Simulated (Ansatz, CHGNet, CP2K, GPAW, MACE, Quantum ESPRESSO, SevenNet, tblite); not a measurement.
# Quantum ESPRESSO on the unslipped end of a generalised stacking fault on (111) (glide set) of a Ge-Si solid solution (72 atoms): settings against a plane-wave reference

Aim: run the unslipped end of a generalised stacking fault on (111) (glide set) of a Ge-Si solid solution (72 atoms) in Quantum ESPRESSO and see how near its forces come to a plane-wave reference, and at what cost.

Main program and level: Quantum ESPRESSO 7.5; the method is named at each step.

## (1) Starting point

The cell holds 72 atoms: 51 Ge and 21 Si. Its edges and angles: a = 6.849 Å, b = 11.862 Å, c = 19.571 Å, α = 90.0°, β = 90.0°, γ = 90.0°. Diamond-structure Ge lattice (a = 5.5919 Å, the value set for the mixture), cell with z along [111], 1 x 3 x 2 periods; the third cell vector is tilted by 0.000 of 1/2[11-2] and lengthened by 0.2 Å, so the stacking has no slip (glide set); displaced by a Gaussian of 0.01 Å; 21 of 72 Ge sites given to Si at random (lattice constant by Vegard's rule between Ge and Si). Then every atom was moved at random, 0.03 Å r.m.s. a Cartesian component. The structure's axis is c.

The yardstick, on the same geometry:

* method: Kohn-Sham DFT, PBE, PAW, plane waves (Ansatz 0.2.0); cutoff 420 eV, Γ point, fermi-dirac smearing of 0.05 eV; PAW set soft_2
* r.m.s. force component: 0.6135 eV/Å
* longest force: 1.953 eV/Å
* pressure: 1.89 GPa
* spacing of highest filled and lowest empty level: 0.2565 eV
* SCF cycles: 8
* time: 29 s on 4 threads of Arm Neoverse V1, shared host
* CPU time: 1.9 min

## (2) PBE, sssp-1.3.0-efficiency, 45/360 Ry

Method: Kohn-Sham DFT, PBE, SSSP efficiency 1.3.0 pseudopotentials, plane waves.

Input file pw.in:

```
&control
  calculation = 'scf'
  pseudo_dir = './pseudo'
  outdir = './tmp'
  disk_io = 'none'
  tprnfor = .true.
  tstress = .true.
/
&system
  ibrav = 0
  nat = 72
  ntyp = 2
  ecutwfc = 45
  ecutrho = 360
  nosym = .true.
  occupations = 'smearing'
  smearing = 'fd'
  degauss = 0.003675
/
&electrons
  conv_thr = 3.6e-07
  electron_maxstep = 100
  mixing_beta = 0.2
  mixing_mode = 'local-TF'
  diagonalization = 'david'
/
ATOMIC_SPECIES
Ge 72.630 Ge.upf
Si 28.085 Si.upf
CELL_PARAMETERS angstrom
6.84865 0.00000 0.00000
0.00000 11.86221 0.00000
0.00000 0.00000 19.57091
ATOMIC_POSITIONS crystal
Ge 0.50037 0.17002 0.02236
Ge 0.49856 0.16938 0.14595
Ge 0.83788 0.16333 0.18567
Si 0.82978 0.16398 0.30579
Si 0.99753 0.99979 0.01792
Ge 0.00072 0.00103 0.14087
Si 0.33288 0.99439 0.18461
Ge 0.33195 0.00478 0.30723
Ge 0.65879 0.00387 0.35239
Si 0.66194 0.00033 0.47591
Si 0.50421 0.50087 0.01735
Si 0.50071 0.50063 0.14386
Ge 0.82977 0.50290 0.18742
Ge 0.82448 0.50304 0.30912
Si 0.99146 0.33521 0.02141
Ge 0.99860 0.33578 0.14539
Ge 0.32957 0.33013 0.18620
Si 0.33635 0.33161 0.30992
Ge 0.67846 0.33462 0.35243
Si 0.66270 0.33401 0.47257
Ge 0.15565 0.16465 0.35144
Ge 0.16337 0.16641 0.47424
Si 0.49765 0.17335 0.51636
Si 0.50062 0.16879 0.63771
Ge 0.83485 0.16475 0.67991
Si 0.83468 0.16407 0.80447
Ge 0.00309 0.00428 0.51586
Ge 0.99958 0.00046 0.63916
Si 0.33278 0.99993 0.68252
Ge 0.34018 0.00230 0.80407
Ge 0.66344 0.00569 0.84410
Si 0.66495 0.00093 0.96856
Ge 0.49727 0.83164 0.02145
Si 0.50389 0.82740 0.14554
Ge 0.83881 0.83286 0.18670
Ge 0.83268 0.83075 0.30995
Ge 0.00948 0.66901 0.02107
Ge 0.00155 0.66542 0.14341
Ge 0.32926 0.66338 0.18729
Ge 0.33621 0.67121 0.30889
Ge 0.66079 0.66262 0.35104
Ge 0.66927 0.66261 0.47681
Ge 0.16924 0.50530 0.35135
Ge 0.15984 0.49603 0.47330
Ge 0.50261 0.49932 0.51241
Ge 0.49705 0.49999 0.63664
Ge 0.83431 0.50097 0.68088
Ge 0.83247 0.50062 0.80384
Si 0.99828 0.33348 0.51600
Si 0.00221 0.33862 0.63987
Ge 0.33099 0.33463 0.68047
Ge 0.32361 0.33255 0.80368
Ge 0.67129 0.33124 0.84550
Ge 0.67085 0.33230 0.96689
Ge 0.17056 0.16708 0.84191
Ge 0.16264 0.16557 0.97302
[... 12 atom lines left out ...]
Si 0.17082 0.50224 0.84395
Si 0.16965 0.49910 0.97014
Ge 0.16445 0.82942 0.84693
Si 0.16110 0.83601 0.96910
K_POINTS gamma
```

Started as:

```bash
OMP_NUM_THREADS=1 mpirun -np 4 pw.x -in pw.in > output.txt
```

The log of the run:

```text
Program PWSCF
     gamma-point specific algorithms are used
     one sub-group per band group will be used
     scalapack distributed-memory algorithm (size of sub-group:  2*  2 procs)
     Parallelization info
     sticks:   dense  smooth     PW     G-vecs:    dense   smooth      PW
     Min        2078    1040    257               309397   109424   13667
     Max        2079    1041    260               309398   109429   13678
     Sum        8313    4161   1033              1237591   437709   54691
     bravais-lattice index     =            0
     lattice parameter (alat)  =      12.9421  a.u.
     unit-cell volume          =   10729.4683 (a.u.)^3
     number of atoms/cell      =           72
     number of atomic types    =            2
     number of electrons       =       798.00
     number of Kohn-Sham states=          479
     kinetic-energy cutoff     =      45.0000  Ry
     charge density cutoff     =     360.0000  Ry
     scf convergence threshold =      3.6E-07
     mixing beta               =       0.2000
     number of iterations used =            8  local-TF  mixing
     Exchange-correlation= PBE
                           (   1   4   3   4   0   0   0)
     crystal axes: (cart. coord. in units of alat)
               a(1) = (   1.000000   0.000000   0.000000 )
               a(2) = (   0.000000   1.732051   0.000000 )
               a(3) = (   0.000000   0.000000   2.857630 )
     reciprocal axes: (cart. coord. in units 2 pi/alat)
               b(1) = (  1.000000  0.000000  0.000000 )
               b(2) = (  0.000000  0.577350  0.000000 )
               b(3) = (  0.000000  0.000000  0.349940 )
     PseudoPot. # 1 for Ge:
     Pseudo is Ultrasoft + core correction, Zval = 14.0
     PseudoPot. # 2 for Si:
     Pseudo is Ultrasoft + core correction, Zval =  4.0
     atomic species   valence    mass     pseudopotential
     Ge               14.00    72.63000     Ge( 1.00)
     Si                4.00    28.08500     Si( 1.00)
     No symmetry found
   Cartesian axes
     number of k points=     1  Fermi-Dirac smearing, width (Ry)=  0.0037
                       cart. coord. in units 2pi/alat
        k(    1) = (   0.0000000   0.0000000   0.0000000), wk =   2.0000000
     Dense  grid:   618796 G-vectors     FFT dimensions: (  80, 135, 225)
     Smooth grid:   218855 G-vectors     FFT dimensions: (  60,  96, 160)
     Initial potential from superposition of free atoms
     starting charge     797.9437, renormalised to     798.0000
     Starting wfcs are  543 randomized atomic wfcs
     Self-consistent Calculation
     iteration #  1     ecut=    45.00 Ry     beta= 0.20
     Threshold (ethr) on eigenvalues was too large:
     Diagonalizing with lowered threshold
     total energy              =  -11135.37531479 Ry
     estimated scf accuracy    <       1.53897730 Ry
     iteration #  2     ecut=    45.00 Ry     beta= 0.20
     total energy              =  -11135.11635828 Ry
     estimated scf accuracy    <       1.15888247 Ry
     iteration #  3     ecut=    45.00 Ry     beta= 0.20
     total energy              =  -11135.17146878 Ry
     estimated scf accuracy    <       0.02790418 Ry
     iteration #  4     ecut=    45.00 Ry     beta= 0.20
     total energy              =  -11135.17563751 Ry
     estimated scf accuracy    <       0.01726023 Ry
     iteration #  5     ecut=    45.00 Ry     beta= 0.20
     total energy              =  -11135.17684643 Ry
     estimated scf accuracy    <       0.00248929 Ry
     iteration #  6     ecut=    45.00 Ry     beta= 0.20
     total energy              =  -11135.17697514 Ry
     estimated scf accuracy    <       0.00117867 Ry
     iteration #  7     ecut=    45.00 Ry     beta= 0.20
     total energy              =  -11135.17702886 Ry
     estimated scf accuracy    <       0.00036570 Ry
     iteration #  8     ecut=    45.00 Ry     beta= 0.20
     total energy              =  -11135.17703461 Ry
     estimated scf accuracy    <       0.00018260 Ry
     iteration #  9     ecut=    45.00 Ry     beta= 0.20
     total energy              =  -11135.17704004 Ry
     estimated scf accuracy    <       0.00003701 Ry
     iteration # 10     ecut=    45.00 Ry     beta= 0.20
     total energy              =  -11135.17703893 Ry
     estimated scf accuracy    <       0.00001297 Ry
     iteration # 11     ecut=    45.00 Ry     beta= 0.20
     total energy              =  -11135.17704047 Ry
     estimated scf accuracy    <       0.00000189 Ry
     iteration # 12     ecut=    45.00 Ry     beta= 0.20
     total energy              =  -11135.17704066 Ry
     estimated scf accuracy    <       0.00000135 Ry
     iteration # 13     ecut=    45.00 Ry     beta= 0.20
     End of self-consistent calculation
          k = 0.0000 0.0000 0.0000 ( 27346 PWs)   bands (ev):
   -17.1178 -17.0964 -17.0887 -17.0832 -17.0765 -17.0733 -17.0715 -17.0591
   -17.0536 -17.0512 -17.0503 -17.0432 -17.0376 -17.0333 -17.0304 -17.0288
   -17.0281 -17.0240 -17.0220 -17.0165 -17.0152 -17.0139 -17.0061 -17.0015
   -17.0007 -17.0007 -16.9986 -16.9954 -16.9925 -16.9923 -16.9888 -16.9859
   -16.9843 -16.9830 -16.9816 -16.9794 -16.9766 -16.9728 -16.9676 -16.9641
   -16.9616 -16.9597 -16.9592 -16.9525 -16.9498 -16.9493 -16.9481 -16.9462
   -16.9443 -16.9442 -16.9430 -16.9368 -16.9352 -16.9336 -16.9320 -16.9284
   -16.9268 -16.9261 -16.9246 -16.9214 -16.9194 -16.9180 -16.9160 -16.9151
   -16.9126 -16.9099 -16.9076 -16.9063 -16.9040 -16.9030 -16.9000 -16.8987
   -16.8964 -16.8948 -16.8931 -16.8915 -16.8907 -16.8882 -16.8840 -16.8800
   -16.8786 -16.8774 -16.8755 -16.8743 -16.8722 -16.8677 -16.8661 -16.8647
   -16.8636 -16.8604 -16.8589 -16.8578 -16.8560 -16.8549 -16.8516 -16.8494
[...]
10.5903  10.7171  10.7846  10.7938  10.8110  10.8226  10.8756  10.8853
    10.9060  10.9274  10.9627  10.9787  11.0040  11.0381  11.0469  11.0892
    11.1144  11.1291  11.1480  11.1645  11.1677  11.1874  11.2165  11.2195
    11.2378  11.2869  11.2986  11.3205  11.3413  11.3545  11.3844  11.3954
    11.4208  11.4543  11.4847  11.4903  11.4984  11.5347  11.5896  11.6028
    11.6209  11.6684  11.6941  11.9571  12.0014  12.0294  12.0997
     the Fermi energy is     8.0612 ev
!    total energy              =  -11135.17704138 Ry
     estimated scf accuracy    <       0.00000011 Ry
     smearing contrib. (-TS)   =      -0.00567127 Ry
     internal energy E=F+TS    =  -11135.17137011 Ry
     The total energy is F=E-TS. E is the sum of the following terms:
     one-electron contribution =   -8470.45752437 Ry
     hartree contribution      =    4925.61817126 Ry
     xc contribution           =   -3103.02658213 Ry
     ewald contribution        =   -4487.30543487 Ry
     convergence has been achieved in  13 iterations
     Forces acting on atoms (cartesian axes, Ry/au):
     atom    1 type  1   force =    -0.00182239   -0.02060386   -0.05016882
     atom    2 type  1   force =     0.01559667   -0.05224526   -0.00585667
     atom    3 type  1   force =    -0.02489717    0.02182088    0.00255025
     atom    4 type  2   force =     0.01460939    0.01318475    0.02646278
     atom    5 type  2   force =    -0.02673097   -0.01034912   -0.04729879
     atom    6 type  1   force =     0.03252907   -0.02213117   -0.01138535
     atom    7 type  2   force =     0.00212616    0.00699471   -0.01312626
     atom    8 type  1   force =     0.00315177   -0.01836116   -0.01524688
     atom    9 type  1   force =     0.01059979   -0.01433202    0.00669466
     atom   10 type  2   force =     0.01518493    0.03220974    0.00188842
     atom   11 type  2   force =    -0.01765687    0.00148238   -0.01863570
     atom   12 type  2   force =     0.00600894   -0.01872719   -0.02925199
[...]
atom   68 type  2   force =    -0.00152816    0.00043062    0.03912015
     atom   69 type  2   force =    -0.03705932   -0.01967306    0.04581255
     atom   70 type  2   force =     0.01480562   -0.00647903    0.02383483
     atom   71 type  1   force =     0.01343684    0.02196378    0.01639861
     atom   72 type  2   force =     0.02053314    0.00470185    0.05326064
     Total force =     0.350924     Total SCF correction =     0.001927
     Computing stress (Cartesian axis) and pressure
          total   stress  (Ry/bohr**3)                   (kbar)     P=       17.14
  -0.00027261  -0.00000913  -0.00005400          -40.10       -1.34       -7.94
  -0.00000913   0.00055537   0.00000383           -1.34       81.70        0.56
  -0.00005400   0.00000383   0.00006673           -7.94        0.56        9.82
     Message from routine punch:
     Nothing written, as per user request (disk_io='none')
```

It took 4.1 min on 4 MPI ranks of Arm Neoverse V1, shared host; peak memory 4.4 GiB; 16 min of CPU time.

Banners, paths, timers and routine set-up lines are dropped from the logs unmarked, and long logs keep their key lines alone; longer cuts are marked.

Compared with the plane-wave run:

```yaml
r_m_s_force_component: 0.6139 eV/Å
r_m_s_difference_of_force_components: 2.557 meV/Å
longest_difference_of_force_vectors: 9.968 meV/Å
force_difference_over_r_m_s_force: 0.4168 %
slope_of_forces_against_the_reference_s: 1.001
correlation_of_force_components: 1
pressure: 1.714 GPa
pressure_difference: -0.1757 GPa
```

Length of the force difference by element (eV/Å):

| element | atoms | mean | most |
| --- | --- | --- | --- |
| Ge | 51 | 0.0046 | 0.01 |
| Si | 21 | 0.0018 | 0.0034 |

The surroundings of Ge55, which bears the longest force, nearest first, numbered as they follow in the input and with coordinates relative to it.

| atom | x | y | z | distance (Å) | bonds | Fx | Fy | Fz (eV/Å) |
| --- | --- | --- | --- | --- | --- | --- | --- | --- |
| Ge55 | 0.00 | 0.00 | 0.00 | 0.00 | 4 | -1.39 | -0.36 | 1.33 |
| Ge52 | 1.05 | 1.96 | -0.75 | 2.35 | 4 | 1.12 | 0.88 | 0.00 |
| Ge30 | 1.16 | -1.95 | -0.74 | 2.39 | 4 | -0.46 | -0.76 | -0.50 |
| Si26 | -2.30 | -0.04 | -0.73 | 2.41 | 4 | 0.66 | 0.53 | -0.53 |
| Ge56 | -0.05 | -0.02 | 2.57 | 2.57 | 4 | 0.09 | 0.41 | 0.34 |
| Si29 | 1.11 | -1.98 | -3.12 | 3.86 | 4 | -0.13 | 0.68 | -0.54 |
| Ge31 | 3.38 | -1.91 | 0.04 | 3.88 | 4 | 0.46 | -0.53 | 1.02 |
| Ge51 | 1.10 | 1.99 | -3.16 | 3.89 | 4 | -0.29 | -0.47 | -0.27 |
| Ge25 | -2.30 | -0.03 | -3.17 | 3.92 | 4 | -0.61 | 1.07 | 0.34 |
| Ge53 | -3.42 | 1.95 | 0.07 | 3.94 | 4 | -0.62 | -0.24 | -0.44 |
| Ge53 | 3.43 | 1.95 | 0.07 | 3.94 | 4 | -0.62 | -0.24 | -0.44 |
| Ge31 | -3.47 | -1.91 | 0.04 | 3.97 | 4 | 0.46 | -0.53 | 1.02 |
| Si69 | 0.00 | 3.98 | 0.04 | 3.98 | 4 | -0.95 | -0.51 | 1.18 |
| Ge71 | -0.04 | -4.01 | 0.10 | 4.01 | 4 | 0.35 | 0.56 | 0.42 |

Forces lie 0.42 % from the reference's, at 8.7 times its CPU time.

## (3) What came out

| Quantity | Value |
| --- | --- |
| force difference from the reference | QE PBE, sssp-1.3.0-efficiency, 45/360 Ry, 0.42 % |
| its CPU time | 16 min |

PBE on plane waves or a grid with other potentials, cutoffs or grids differs from the reference by 0.42 % (QE PBE, sssp-1.3.0-efficiency, 45/360 Ry) of the r.m.s. force; this holds the reference's own error, so differences of a few per cent don't tell which side is nearer the exact PBE result (QE's 45 Ry are 612 eV, against the reference's 420 eV). The reference's stress is far from hydrostatic: its diagonal is -3.8, 8.3, 1.2 GPa, compression counted positive. The host structure and its lattice constant were typed by rule, without a check against the phase diagram. The reference's pressure of 1.9 GPa belongs to a cell and atoms that aren't relaxed at this level. The electronic-structure runs sample only Γ, in a cell whose shortest periodic width is 7 Å.

[Also dropped from logs without a mark: logging warnings of Python, and SIESTA's first energy breakdown and zero terms.]

[Logs are printed without paths, hosts, clocks, repeated set-up lines and the standing remarks that a program may print on its own settings, such as how far it seeks lower states.]

[Hosts, paths, dates, database ids (printed as entryN), source tags and the programs' standing remarks are cut or masked in the printed files.]
